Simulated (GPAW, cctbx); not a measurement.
# How far are the atoms of BaSrFeBiS6 from free atoms?

Aim: compute the bonding part of the density of BaSrFeBiS6, find which reflections carry it, and see how it biases an ordinary refinement.

The cell comes from substitution in a known structure type and wasn't matched to any measured phase. All numbers below are calculated.

## Step 1: Find the equilibrium geometry

The density hangs on the geometry, so cell and atoms are relaxed first, with the symmetry held. The cutoff is set higher than for the density because stress converges slowly with plane waves.

Settings: GPAW 26.7.0, PBE, 570 eV, 3×3×3 k-points, Fermi–Dirac width 0.05 eV, spin-polarised, BFGS to 0.03 eV/Å.

```text
cell
1.0
     0.000000000    4.862500000    4.862500000
     4.862500000    0.000000000    4.862500000
     4.862500000    4.862500000    0.000000000
Bi Ba Sr Fe S
1 1 1 1 6
Direct
0.000000000 0.000000000 0.000000000
0.250000000 0.250000000 0.250000000
0.750000000 0.750000000 0.750000000
0.500000000 0.500000000 0.500000000
0.250500000 0.250500000 0.749500000
0.749500000 0.749500000 0.250500000
0.250500000 0.749500000 0.250500000
0.749500000 0.250500000 0.749500000
0.250500000 0.749500000 0.749500000
0.749500000 0.250500000 0.250500000
```

```console
$ OMP_NUM_THREADS=1 mpirun -n 4 gpaw python run.py > gpaw.log
```

```text
BFGS:    0      -48.168042        2.610645
BFGS:    1      -48.742030        2.154291
BFGS:    2      -49.734322        0.395903
BFGS:    3      -49.749273        0.380610
...
BFGS:    6      -49.824122        0.139687
BFGS:    7      -49.829129        0.046865
BFGS:    8      -49.829525        0.007090
cell  7.0231 7.0231 7.0231  60.00 60.00 60.00
volume 244.947 A^3, largest force 0.007 eV/A, largest stress 0.03 GPa
```

After 8 steps the volume has changed by +6.5 % and the energy by -1.661 eV; the largest stress left is 0.03 GPa. It took 4.9 min on 4 cores of Arm Neoverse V1 (shared host), peak memory 1.9 GiB.

Relaxed structure: F-43m (no. 216), a = 9.9322 Å, b = 9.9322 Å, c = 9.9322 Å, α = 90.00°, β = 90.00°, γ = 90.00°.

| atom | mult. | x | y | z |
| --- | --- | --- | --- | --- |
| Bi1 | 4 | 0 | 0 | 0 |
| Ba1 | 4 | 1/4 | 1/4 | 3/4 |
| Sr1 | 4 | 1/4 | 3/4 | 3/4 |
| Fe1 | 4 | 1/2 | 0 | 0 |
| S1 | 24 | 1/2 | 0.2317 | 0 |

## Step 2: Density and charge transfer

X-rays see the whole electron density, so the PAW density is rebuilt with its core regions. Subtracting spherical free atoms from the same code cancels the cores and leaves the deformation density Δρ, the part due to bonding.

Settings: PBE, 450 eV, 4×4×4 k-points, Fermi–Dirac width 0.05 eV, spin-polarised; primitive cell of 10 atoms.

```console
$ OMP_NUM_THREADS=1 mpirun -n 4 gpaw python run.py > gpaw.log
```

```text
|iter:   1|       0s |  -50.964697 | +0.03 |       |  +3.0083|
|iter:   2|       3s |  -50.589300 | -1.55 | -1.04 |  +3.0079|
|iter:   3|       6s |  -50.059337 | -2.10 | -1.15 |  +2.9690|
...
|iter:  13|      37s |  -49.629498c| -6.66 | -3.65 |  +2.9265|
|iter:  14|      40s |  -49.629509c| -7.05 | -3.91 |  +2.9214|
|iter:  15|      42s |  -49.629510c| -7.68c| -4.45c|  +2.9200|
```

```text
grid (70, 70, 70)  electrons 299.000  moved by bonding 1.878 e
deformation density beyond 0.5 A of the nuclei: max 0.090, min -0.106 e/A^3
atom        x       y       z   Voronoi charge  moment
Bi1    0.0000  0.0000  0.0000      0.496       0.00
Ba2    0.7500  0.7500  0.7500      0.165       0.01
Sr3    0.2500  0.2500  0.2500      0.378       0.00
Fe4    0.5000  0.5000  0.5000      0.091       2.44
S 5    0.7317  0.2683  0.7317     -0.189       0.02
S 6    0.2683  0.7317  0.2683     -0.189       0.02
S 7    0.2683  0.2683  0.7317     -0.189       0.02
S 8    0.7317  0.7317  0.2683     -0.189       0.02
S 9    0.2683  0.7317  0.7317     -0.189       0.02
S 10   0.7317  0.2683  0.2683     -0.189       0.02
mean inner potential of superposed free atoms 15.777 V
total magnetic moment 2.920 muB
```

Deformation density in a plane through the shortest contact of the Fe atom at the origin, in 0.01 e/Å³ (clipped at ±99); x from -1.6 to 3.9 Å, y from 2.4 down to -2.4 Å:

```text
  0   2   5   2   .   .   4   4   2   0  -1  -2  -1  -1   1   4
  0   1   2  -2   .   .   0   2   1   0  -1  -1  -1  -1   1   2
  0   0   1   2   2   2   1   0   0   0   0   0   0   0   0   0
  0   0   0   3   8   7   2   0   0   0   1   3   2   1  -1  -2
  1   1  -1  -1   1   1  -2  -1   1   1   2   5   4   2   0  -4
  2   5   1   0   .  -1  -2   2   5   0  -3   .   0   2   2  -3
  2   9   3 -11   .   .  -4   6   9  -1   .   .  -7   1   3  -2
  2   5   1   0   .  -1  -2   2   5   0  -3   .  -1   2   2  -3
  1   1  -1  -1   1   1  -2  -1   1   1   2   5   4   2   0  -4
  0   0   0   4   8   7   2   0   0   0   1   3   2   1  -1  -2
  0   0   1   2   2   2   2   0   0   0   0   0   0   0   0   0
  0   1   2  -2   .   .   0   2   1   0  -1  -1  -1   0   1   2
  0   2   5   2   .   .   4   4   2   0  -1  -2  -1  -1   1   4
```

Atoms in or within 0.15 Å of the plane: Fe (0.0, 0.0), S (2.3, 0.0), S (0.0, 2.3), S (0.0, -2.3) Å. Dots mark points within about 0.45 Å of a nucleus; large values next to them are atomic features.

S gains most (-0.19 e) and Bi loses most (+0.50 e); S is the most electronegative element, but the order of the others doesn't follow electronegativity. Such charges fall far short of formal ones, since overlapping free atoms already put density on their neighbours. Along the shortest contact from the Fe atom at the map's origin, Fe–S at 2.30 Å, Δρ is +0.08 e/Å³ at the midpoint and highest, +0.09, 1.26 Å from Fe (points within 0.5 Å of a nucleus left out): a bond charge, the mark of covalency. At the midpoints of other shortest contacts it is +0.02 (Bi–S, 2.67 Å) and 0.00 (S–S, 3.25 Å) e/Å³. Point values carry grid noise of about 0.01 e/Å³. The cell's moment is 2.92 μB; the largest inside an atomic sphere is 2.44 μB. The run needed 15 iterations, 54 s.

## Step 3: From the density to structure factors

The Fourier components of Δρ, added to those of the free atoms, give the static X-ray structure factors; the Mott–Bethe relation turns them into the Fourier components V of the potential that fast electrons feel.

```text
static structure factors of the conventional cell: F in electrons, V (Mott-Bethe) in volts
   h  k  l      d  |F| table  |F| free   |F| DFT   change   |V| free  |V| DFT  change %
   1  1  1  5.7344   193.129   192.846   191.970   -0.877     0.844    0.905      7.2
   0  2  0  4.9661   182.443   181.748   182.350    0.602     1.110    1.041     -6.3
   0  2  2  3.5116   614.559   614.506   612.570   -1.936     4.398    4.509      2.5
   1  3  1  2.9947   225.877   225.903   225.536   -0.367     1.121    1.136      1.3
   2  2  2  2.8672   212.864   213.614   216.710    3.096     3.856    3.737     -3.1
   0  4  0  2.4831   914.694   914.700   916.235    1.535     7.730    7.686     -0.6
   1  3  3  2.2786   251.134   251.554   251.609    0.055     1.382    1.381     -0.1
   0  4  2  2.2209   139.135   138.759   139.182    0.423     0.907    0.897     -1.1
   2  4  2  2.0274   534.347   533.776   534.702    0.926     2.762    2.745     -0.6
   3  3  3  1.9115   273.301   273.835   274.079    0.244     1.559    1.554     -0.3
   1  5  1  1.9115   139.939   140.233   140.803    0.570     0.315    0.318      0.9
   0  4  4  1.7558   793.984   794.058   792.677   -1.381     5.413    5.433      0.4
   1  5  3  1.6788   167.772   168.061   168.496    0.435     0.449    0.445     -0.9
   2  4  4  1.6554   117.666   117.260   116.827   -0.433     0.609    0.615      0.9
```

The largest X-ray change is +3.10 e on 222, 1.4 % of |F|. For electrons V goes as (Z − F)/g², so a change of F counts against Z − F, which is small at low angle and wherever the atoms' terms cancel: |V| of 111 moves by +7.2 % (0.84 to 0.91 V) against -0.5 % in |F|. The last three rows still change by up to 1.38 e; the table stops while the angles are still low. The tabulated Hartree–Fock atoms differ from the free DFT atoms by up to 0.75 e, so the choice of reference atom matters too.

## Step 4: The functional ladder

The same geometry is run with other functionals, to see whether the bonding signal is larger than the spread between approximations. Free atoms are LDA for LDA and PBE otherwise; meta-GGAs and hybrids keep PBE cores. Any other changed setting is in the row's label.

| run | ΔF 222 (e) | ΔF 022 (e) | ΔF 040 (e) | q(S) (e) | moved (e) | time |
| --- | --- | --- | --- | --- | --- | --- |
| PBE | +3.096 | -1.936 | +1.535 | -0.189 | 1.878 | 54 s |
| LDA | +2.593 | -1.701 | +1.320 | -0.171 | 1.761 | 55 s |
| r2SCAN | +3.451 | -2.494 | +1.533 | -0.229 | 2.223 | 2.2 min |

At the base's settings ΔF(222) spans +2.593 to +3.451 e, a spread of 28 % of the PBE value; over the three listed reflections the spread is at most 41 %, so the sign holds and the size hangs on the functional. The magnetic state differs between the runs (cell moments PBE 2.92, LDA 2.56, r2SCAN 3.56 μB), and that enters the spread. Times are from shared hosts.

## Step 5: Refining ordinary atoms against data with bonding

Routine crystallography fits spherical atoms. To see the bias, intensities are simulated from tabulated atoms plus the DFT change ΔF, so that bonding alone can misfit (16144 reflections of the full sphere, merged to the counts below, to 0.4 Å, 1.5 % proportional noise plus counting noise, assumed isotropic U as listed, Δρ smeared by the mean U) and refined with cctbx over different ranges.

| range | data | R1 | GooF | U Bi1 (true 0.0065) | U Ba1 (true 0.0076) | U Sr1 (true 0.0088) | U Fe1 (true 0.0101) | largest shift (Å) | Δρ max, min (e/Å³) |
| --- | --- | --- | --- | --- | --- | --- | --- | --- | --- |
| all data | 857 | 0.0044 | 1.00 | 0.0065 | 0.0076 | 0.0088 | 0.0100 | 0.0001 | 0.31, -0.29 |
| low resolution, d > 0.84 | 118 | 0.0032 | 1.14 | 0.0064 | 0.0085 | 0.0076 | 0.0109 | 0.0007 | 0.09, -0.09 |
| high order, d < 0.75 | 701 | 0.0050 | 0.98 | 0.0065 | 0.0076 | 0.0088 | 0.0100 | 0.0000 | 0.21, -0.21 |
| occupancies free, d > 0.7 | 186 | 0.0033 | 1.08 | 0.0064 | 0.0083 | 0.0077 | 0.0108 | 0.0005 | 0.16, -0.14 |

With all data GooF is 1.00, so at this noise the bonding hardly shows; the top residual peak lies 2.46 Å from Sr and 2.49 Å from S. No U is off by more than 3 s.u. at low resolution. With Bi1 held at 1 and the scale free, the other occupancies refine to Ba1 1.005(0.011), Sr1 0.990(0.012), Fe1 1.005(0.009) and S1 0.998(0.003), within three s.u. of full.

## Step 6: Answer

Bonding moves 1.88 e in the primitive cell of BaSrFeBiS6 and changes the structure factors of the conventional cell in the table above by at most 3.10 e (222, 1.4 %). The shortest bond, Fe–S, has Δρ = +0.08 e/Å³ at its midpoint, a covalent bond charge. At the base's settings ΔF(222) spans +2.593 to +3.451 e, a spread of 28 % of the PBE value; over the three listed reflections the spread is at most 41 %, so the sign holds and the size hangs on the functional. With all data GooF is 1.00, so at this noise the bonding hardly shows. Limits: static density, frozen cores, no spin–orbit coupling; a ferromagnetic start is the only order tried, and the real ground state may be antiferromagnetic or insulating; no Hubbard U on Fe.

[Outputs are excerpts: Python notices, other lines and further rows are left out; steps that failed or that the build refused (PBEsol, TPSS) are not shown.]

[Logs are printed without paths, hosts, clocks, repeated set-up lines and the standing remarks that a program may print on its own settings, such as how far it seeks lower states.]
